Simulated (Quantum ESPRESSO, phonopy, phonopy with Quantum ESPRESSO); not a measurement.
# BP (F-43m): phonons against volume, part 2 of 2

Wanted: mode Grüneisen parameters of BP and a free-energy fit over volumes.

Experimental results on record:
- volume expansion coefficient 9.6 1e-6/K near room temperature (given in “Thermal expansion coefficients of high thermal conducting BAs and BP materials (three times its linear coefficient)”, 2019, arxiv:1906.04101)

Quantum ESPRESSO 7.5; DFT LDA, scalar-relativistic, plane waves, GBRV ultrasoft pseudopotentials.

So far. Step 16 (Phonons, V/V0 0.985): The time given is that of the 2 pw.x runs on displaced cells behind this step. Step 17 (Self-consistent run, V/V0 1.03): The run ends at a pressure of -4.91 GPa.

**18. Zone-centre response**

Contents of ph.in:

```
phonons
 &inputph
    prefix='x',
    outdir='./tmp',
    fildyn='x.dyn',
    tr2_ph=1.0d-18,
    epsil=.true.,
 /
0.000000000 0.000000000 0.000000000
```

Contents of scf.in:

```
 &control
    calculation='scf',
    prefix='x',
    outdir='./tmp',
    pseudo_dir='./pseudo',
    tprnfor=.true.,
    tstress=.true.,
 /
 &system
    ibrav=0,
    nat=2,
    ntyp=2,
    ecutwfc=40.0,
    ecutrho=240.0,
    occupations='fixed',
    nbnd=6,
 /
 &electrons
    conv_thr=1.0d-12,
    mixing_beta=0.7,
    electron_maxstep=100,
 /
ATOMIC_SPECIES
 B      10.8100  B.upf
 P      30.9738  P.upf
CELL_PARAMETERS angstrom
     0.000000000    2.268874908    2.268874908
     2.268874908    0.000000000    2.268874908
     2.268874908    2.268874908    0.000000000
ATOMIC_POSITIONS crystal
 B      0.000000000   0.000000000   0.000000000
 P      0.250000000   0.250000000   0.250000000
K_POINTS automatic
 12 12 12 0 0 0
```

Started as:

```
$ OMP_NUM_THREADS=1 mpirun -n 8 ph.x -nk 8 -in ph.in > ph.out
```

Run time: 9.4 s. Hardware: 8 MPI ranks of Intel Xeon 6975P-C (Granite Rapids), shared host; 73 s of CPU time.

ε∞:

```
9.23 0.00 0.00
0.00 9.23 0.00
0.00 0.00 9.23
```

The Born charges sum to zero within 0.0029 e; the rest is removed before use. Acoustic frequencies in this log differ from zero by the error of the sum rule, which ph.x does not impose.

**19. A displaced supercell**

System of this step: BP. The cell holds 54 atoms: 27 B and 27 P. Cell: a = 9.626 Å, b = 9.626 Å, c = 9.626 Å, α = 60.0°, β = 60.0°, γ = 60.0°. It derives from BP, repeated 3×3×3.

Contents of disp-00001.in:

```
 &control
    calculation='scf',
    prefix='x',
    outdir='./tmp',
    pseudo_dir='./pseudo',
    tprnfor=.true.,
    disk_io='none',
 /
 &system
    ibrav=0,
    nat=54,
    ntyp=2,
    ecutwfc=40.0,
    ecutrho=240.0,
    occupations='fixed',
    nbnd=110,
 /
 &electrons
    conv_thr=1.0d-11,
    mixing_beta=0.7,
    electron_maxstep=100,
 /
ATOMIC_SPECIES
 B      10.8100  B.upf
 P      30.9738  P.upf
CELL_PARAMETERS angstrom
     0.000000000    6.806624725    6.806624725
     6.806624725    0.000000000    6.806624725
     6.806624725    6.806624725    0.000000000
ATOMIC_POSITIONS crystal
 B      0.002077702   0.000000000   0.000000000
 B      0.333333333   0.000000000   0.000000000
 B      0.666666667   0.000000000   0.000000000
 B      0.000000000   0.333333333   0.000000000
 B      0.333333333   0.333333333   0.000000000
 B      0.666666667   0.333333333   0.000000000
 B      0.000000000   0.666666667   0.000000000
 B      0.333333333   0.666666667   0.000000000
[... 42 atom lines left out ...]
 P      0.750000000   0.416666667   0.750000000
 P      0.083333333   0.750000000   0.750000000
 P      0.416666667   0.750000000   0.750000000
 P      0.750000000   0.750000000   0.750000000
K_POINTS automatic
 3 3 3 0 0 0
```

Started as:

```
$ OMP_NUM_THREADS=1 mpirun -n 4 pw.x -nk 4 -in disp-00001.in > disp-00001.out
```

The job ended after 5.9 min (4 MPI ranks).

**20. Phonons, V/V0 1.03**

This step: DFT LDA, scalar-relativistic, plane waves, GBRV ultrasoft pseudopotentials (phonopy with Quantum ESPRESSO 4.10.0 / 7.5).

Wall time 6.2 min (8 threads); 49 min of CPU time.

Phonopy, LO-TO term from ph.x's tensors. Phonon branches along the path, in cm⁻¹:

```csv
point,branch 1,branch 2,branch 3,branch 4,branch 5,branch 6
Γ,0,0,0,796,796,802
halfway,236,236,360,746,746,799
X,310,310,517,685,685,776
halfway,309,339,504,679,689,775
U,303,396,468,668,700,776
jump to K,303,396,468,668,700,776
halfway,211,267,366,751,761,780
Γ,0,0,0,796,796,802
halfway,175,175,344,772,772,784
L,224,224,496,750,750,750
halfway,281,343,471,691,725,772
W,350,399,442,674,689,771
halfway,330,344,491,680,687,774
X,310,310,517,685,685,776
```

No mode is imaginary beyond numerical noise along the path. The highest zone-centre mode (no LO–TO term) moved by -2.9 % for a volume change of +3.0 %.

The time given is that of the 2 pw.x runs on displaced cells behind this step.

**21. Ground state at this cell, V/V0 0.97**

This step: DFT LDA, scalar-relativistic, plane waves, GBRV ultrasoft pseudopotentials (Quantum ESPRESSO 7.5).

System of this step: BP. Symmetry: F-43m, No. 216, cubic system. The conventional cell has a = 4.448 Å, b = 4.448 Å, c = 4.448 Å, α = 90.00°, β = 90.00°, γ = 90.00°. B has 4 P at 1.93 Å nearest. Nearest to P lie 4 B at 1.93 Å. Farther neighbours are not listed.

Edit scf.in of step 18 so:

```diff
@@ -26,5 +26,5 @@
 CELL_PARAMETERS angstrom
-     0.000000000    2.268874908    2.268874908
-     2.268874908    0.000000000    2.268874908
-     2.268874908    2.268874908    0.000000000
+     0.000000000    2.223934824    2.223934824
+     2.223934824    0.000000000    2.223934824
+     2.223934824    2.223934824    0.000000000
 ATOMIC_POSITIONS crystal
```

Started as:

```
$ OMP_NUM_THREADS=1 mpirun -n 8 pw.x -nk 8 -in scf.in > scf.out
```

The job ended after 2 s (8 MPI ranks; 14 s of CPU time).

The run ends at a pressure of 5.64 GPa.

**22. Zone-centre response**

ph.in is that of step 18.

scf.in is that of step 21.

Started as:

```
$ OMP_NUM_THREADS=1 mpirun -n 8 ph.x -nk 8 -in ph.in > ph.out
```

Elapsed: 9.7 s, on 8 MPI ranks.

ε∞:

```
9.21 0.00 0.00
0.00 9.21 0.00
0.00 0.00 9.21
```

The Born charges sum to zero within 0.0031 e; the rest is removed before use. Acoustic frequencies in this log differ from zero by the error of the sum rule, which ph.x does not impose.

**23. Forces on a displaced cell**

System of this step: BP. The cell holds 54 atoms: 27 B and 27 P. Its edges and angles: a = 9.435 Å, b = 9.435 Å, c = 9.435 Å, α = 60.0°, β = 60.0°, γ = 60.0°. It derives from BP, repeated 3×3×3.

Edit disp-00001.in of step 19 so:

```diff
@@ -26,7 +26,7 @@
 CELL_PARAMETERS angstrom
-     0.000000000    6.806624725    6.806624725
-     6.806624725    0.000000000    6.806624725
-     6.806624725    6.806624725    0.000000000
+     0.000000000    6.671804472    6.671804472
+     6.671804472    0.000000000    6.671804472
+     6.671804472    6.671804472    0.000000000
 ATOMIC_POSITIONS crystal
- B      0.002077702   0.000000000   0.000000000
+ B      0.002119687   0.000000000   0.000000000
  B      0.333333333   0.000000000   0.000000000
```

Started as:

```
$ OMP_NUM_THREADS=1 mpirun -n 4 pw.x -nk 4 -in disp-00001.in > disp-00001.out
```

Run time: 5.3 min. Hardware: 4 MPI ranks.

**24. Phonons, V/V0 0.97**

This step: DFT LDA, scalar-relativistic, plane waves, GBRV ultrasoft pseudopotentials (phonopy with Quantum ESPRESSO 4.10.0 / 7.5).

The job ended after 5.7 min (8 threads; 44 min of CPU time).

Phonopy, LO-TO term from ph.x's tensors. Phonon branches along the path, in cm⁻¹:

```csv
point,branch 1,branch 2,branch 3,branch 4,branch 5,branch 6
Γ,0,0,0,846,846,856
halfway,239,239,381,801,801,851
X,309,309,547,750,750,828
halfway,307,342,532,741,753,830
U,302,406,494,724,762,836
jump to K,302,406,494,724,762,836
halfway,211,276,386,803,815,836
Γ,0,0,0,846,846,856
halfway,175,175,365,825,825,837
L,222,222,529,801,806,806
halfway,281,353,497,743,783,834
W,356,403,470,725,755,834
halfway,333,346,518,738,752,831
X,309,309,547,750,750,828
```

No mode is imaginary beyond numerical noise along the path. The highest zone-centre mode (no LO–TO term) moved by +3.1 % for a volume change of -3.0 %.

The time given is that of the 2 pw.x runs on displaced cells behind this step.

**25. Ground state at this cell, V/V0 1.05**

This step: DFT LDA, scalar-relativistic, plane waves, GBRV ultrasoft pseudopotentials (Quantum ESPRESSO 7.5).

System of this step: BP. The structure is cubic, space group F-43m (No. 216). Conventional cell: a = 4.567 Å, b = 4.567 Å, c = 4.567 Å, α = 90.00°, β = 90.00°, γ = 90.00°. B has 4 P at 1.98 Å nearest. P has 4 B at 1.98 Å nearest. Farther neighbours are not listed.

Edit scf.in of step 22 so:

```diff
@@ -26,5 +26,5 @@
 CELL_PARAMETERS angstrom
-     0.000000000    2.223934824    2.223934824
-     2.223934824    0.000000000    2.223934824
-     2.223934824    2.223934824    0.000000000
+     0.000000000    2.283466145    2.283466145
+     2.283466145    0.000000000    2.283466145
+     2.283466145    2.283466145    0.000000000
 ATOMIC_POSITIONS crystal
```

Started as:

```
$ OMP_NUM_THREADS=1 mpirun -n 8 pw.x -nk 8 -in scf.in > scf.out
```

The job ended after 1.9 s (8 MPI ranks).

The run ends at a pressure of -7.80 GPa.

**26. Zone-centre response**

ph.in is that of step 22.

scf.in is that of step 25.

Started as:

```
$ OMP_NUM_THREADS=1 mpirun -n 8 ph.x -nk 8 -in ph.in > ph.out
```

It took 10 s on 8 MPI ranks.

The Born charges sum to zero within 0.0029 e; the rest is removed before use. Acoustic frequencies in this log differ from zero by the error of the sum rule, which ph.x does not impose.

**27. A displaced supercell**

System of this step: BP. The cell holds 54 atoms: 27 B and 27 P. Its edges and angles: a = 9.688 Å, b = 9.688 Å, c = 9.688 Å, α = 60.0°, β = 60.0°, γ = 60.0°. It derives from BP, repeated 3×3×3.

Edit disp-00001.in of step 23 so:

```diff
@@ -26,7 +26,7 @@
 CELL_PARAMETERS angstrom
-     0.000000000    6.671804472    6.671804472
-     6.671804472    0.000000000    6.671804472
-     6.671804472    6.671804472    0.000000000
+     0.000000000    6.850398434    6.850398434
+     6.850398434    0.000000000    6.850398434
+     6.850398434    6.850398434    0.000000000
 ATOMIC_POSITIONS crystal
- B      0.002119687   0.000000000   0.000000000
+ B      0.002064425   0.000000000   0.000000000
  B      0.333333333   0.000000000   0.000000000
```

Started as:

```
$ OMP_NUM_THREADS=1 mpirun -n 4 pw.x -nk 4 -in disp-00001.in > disp-00001.out
```

Wall time 6.7 min (4 MPI ranks); 27 min of CPU time.

**28. Lattice dynamics at this volume, V/V0 1.05**

This step: DFT LDA, scalar-relativistic, plane waves, GBRV ultrasoft pseudopotentials (phonopy with Quantum ESPRESSO 4.10.0 / 7.5).

The job ended after 6.7 min (8 threads; 52 min of CPU time).

No mode is imaginary beyond numerical noise along the path. The highest zone-centre mode (no LO–TO term) moved by -4.8 % for a volume change of +5.0 %.

The time given is that of the 2 pw.x runs on displaced cells behind this step.

**29. Mode Grüneisen parameters**

This step: DFT LDA, scalar-relativistic, plane waves, GBRV ultrasoft pseudopotentials (phonopy 4.10.0).

This step gave:

```yaml
share_of_modes_with_a_negative_grueneisen_parameter: 0.08
```

Mean Grüneisen, by row:

```csv
T (K),heat-capacity-weighted mean,root mean square
50,0.204,0.327
100,0.264,0.421
200,0.509,0.693
300,0.66,0.829
500,0.766,0.914
800,0.807,0.945
```

Mean mode Grueneisen parameter against wavenumber:

```csv
wavenumber (cm⁻¹),mean mode Grueneisen parameter
14,-
42,0.158
97,0.379
124,0.183
180,0.207
207,0.183
235,0.0806
290,0.185
318,0.251
346,0.436
401,0.574
428,0.9
484,0.928
511,0.951
539,0.918
594,-
622,-
650,-
705,1.31
732,1.33
788,1.16
815,1.17
```

Volume series, by row:

```csv
V/V0,V (Å³/atom),pressure (GPa),E - E0 (meV/atom),gap (eV),zero-point energy (meV/atom),lowest on the path (cm⁻¹),highest at Gamma without the LO-TO term (cm⁻¹)
0.97,11,5.635,5.934,1.106,105.9,0,846.2
0.985,11.17,2.71,1.455,1.126,104.3,0,833.3
1,11.34,-0.013,0,1.145,102.7,0,820.7
1.015,11.51,-2.548,1.336,1.164,101.2,0,808.4
1.03,11.68,-4.909,5.27,1.182,99.68,0,796.5
1.05,11.91,-7.804,14.24,1.205,97.72,0,781
```

The optical frequency at Gamma without the LO-TO term, mode 4 by V/V0:

```csv
V/V0,"optical frequency at Gamma without the LO-TO term, mode 4 (cm⁻¹)"
0.9700,846
0.9850,833
1.0000,821
1.0150,808
1.0300,796
1.0500,781
```

Grüneisen at points, by row:

```csv
point,branch,frequency (cm⁻¹),mode Grüneisen parameter
Γ,4,820.7,1.01
Γ,6,827.7,1.09
X,1,309.6,-0.08
X,3,531.7,0.92
X,4,716.8,1.52
X,6,801.2,1.07
U,1,302.5,-0.07
U,2,401.6,0.4
U,3,480.2,0.91
U,4,695.2,1.35
U,5,730.1,1.42
U,6,804.9,1.25
K,1,302.5,-0.07
K,2,401.6,0.4
K,3,480.2,0.91
K,4,695.2,1.35
K,5,730.1,1.42
K,6,804.9,1.25
L,1,223.2,-0.18
L,3,512.7,1.08
L,4,774.7,1.1
L,5,777.4,1.22
W,1,353.2,0.33
W,2,401.2,0.18
W,3,455.9,1
W,4,698.8,1.2
W,5,720.9,1.52
W,6,802,1.31
```

**30. Free-energy fit**

Numbers from this step:

```yaml
volume_expansion_coefficient_at_300_k: 8.38 1e-6/K
isothermal_bulk_modulus_at_300_k: 170.7 GPa
c_p_at_300_k: 14.61 J/mol-atom/K
grueneisen_parameter_at_300_k: 0.675
```

The energy (each curve on its own zero) by volume; values in meV/atom:

```csv
volume (Å³/atom),static,F at 0 K,F at 300 K,F at 900 K
10.999,5.93,9.93,10.3,14.1
11.169,1.46,3.84,4.09,6.43
11.339,0,0.81,0.91,1.78
11.510,1.34,0.6,0.55,-0.08
11.680,5.27,3.02,2.8,0.65
11.906,14.2,10.0,9.57,5.36
```

Phonopy-qha, vinet fit of F(V) at each temperature; no electronic free energy. Qha vinet, by row:

```csv
T (K),fitted volume (Å³/atom),alpha_V (1e-6/K),B_T (GPa),C_P (J/mol-atom/K),Grueneisen
100,11.44,0.76,171.8,2.992,0.2971
150,11.44,2.21,171.7,6.29,0.4136
200,11.44,4.23,171.4,9.452,0.5285
250,11.44,6.4,171.1,12.26,0.6152
300,11.45,8.38,170.7,14.61,0.6752
350,11.45,10.05,170.2,16.5,0.7162
400,11.46,11.41,169.7,17.99,0.745
450,11.47,12.52,169.1,19.18,0.7657
500,11.47,13.42,168.5,20.11,0.7812
550,11.48,14.16,167.9,20.87,0.793
600,11.49,14.78,167.3,21.48,0.8023
650,11.5,15.3,166.7,21.98,0.8098
700,11.51,15.74,166.1,22.4,0.8159
750,11.52,16.12,165.5,22.75,0.8211
800,11.53,16.45,164.8,23.05,0.8255
850,11.53,16.75,164.2,23.31,0.8293
```

Table of volume expansion coefficient, phonopy-qha, Vinet by temperature:

```csv
temperature (K),"volume expansion coefficient, phonopy-qha, Vinet (1e-6/K)"
75,0.33
100,0.76
125,1.39
150,2.21
175,3.17
200,4.23
225,5.33
250,6.4
275,7.42
300,8.38
325,9.25
350,10.1
375,10.8
400,11.4
425,12
450,12.5
475,13
500,13.4
525,13.8
550,14.2
575,14.5
600,14.8
625,15.1
650,15.3
675,15.5
700,15.7
725,15.9
750,16.1
775,16.3
800,16.4
825,16.6
850,16.8
875,16.9
```

The fit gives a volume expansion of 8.38 × 10⁻⁶/K at 300 K.

**31. Outcome**

- volume expansion coefficient at 300 K: 8.38 1e-6/K
- isothermal bulk modulus at 300 K: 170.7 GPa
- C_P at 300 K: 14.61 J/mol-atom/K
- Grüneisen parameter at 300 K: 0.675
- mean mode Grüneisen parameter at 300 K: 0.66

Near room temperature BP expands by 8.38 × 10⁻⁶/K in volume by LDA, with C_P = 14.6 J/(mol K) per mole of atoms and B_T = 171 GPa. C_P at room temperature is 59 % of the classical 3R an atom, so the stiffest modes are still partly frozen out. A measured volume expansion coefficient near room temperature is 9.6 1e-6/K (arxiv:1906.04101); the calculated 8.38 1e-6/K differs by -13 %. The heat-capacity-weighted Grüneisen parameter goes from 0.204 at 50 K to 0.807 at 800 K; 8 % of the modes stiffen on expansion. Weighting γ by the density of states and each mode's heat capacity at 300 K, modes below 280 cm⁻¹ give about 5 % of the sum of γC that drives the expansion, those up to 560 cm⁻¹ 37 % and the rest 58 %. Among the labelled points γ is largest for branch 4 at X (717 cm⁻¹, 1.5) and most negative for branch 1 at L (223 cm⁻¹, -0.18). The supercell is 7.9 Å across at its narrowest and was not tested against a larger one: only its own wavevectors are exact, and acoustic branches between them, with the entropy at low temperature, can be off.

[Logs are printed without paths, hosts, clocks, repeated set-up lines and the standing remarks that a program may print on its own settings, such as how far it seeks lower states.]

[Hosts, paths, dates, database ids (printed as entryN), source tags and the programs' standing remarks are cut or masked in the printed files.]

[A step with changed settings may run another functional than the one named; its input shows which.]

[Of the runs on displaced cells, only some may be shown.]
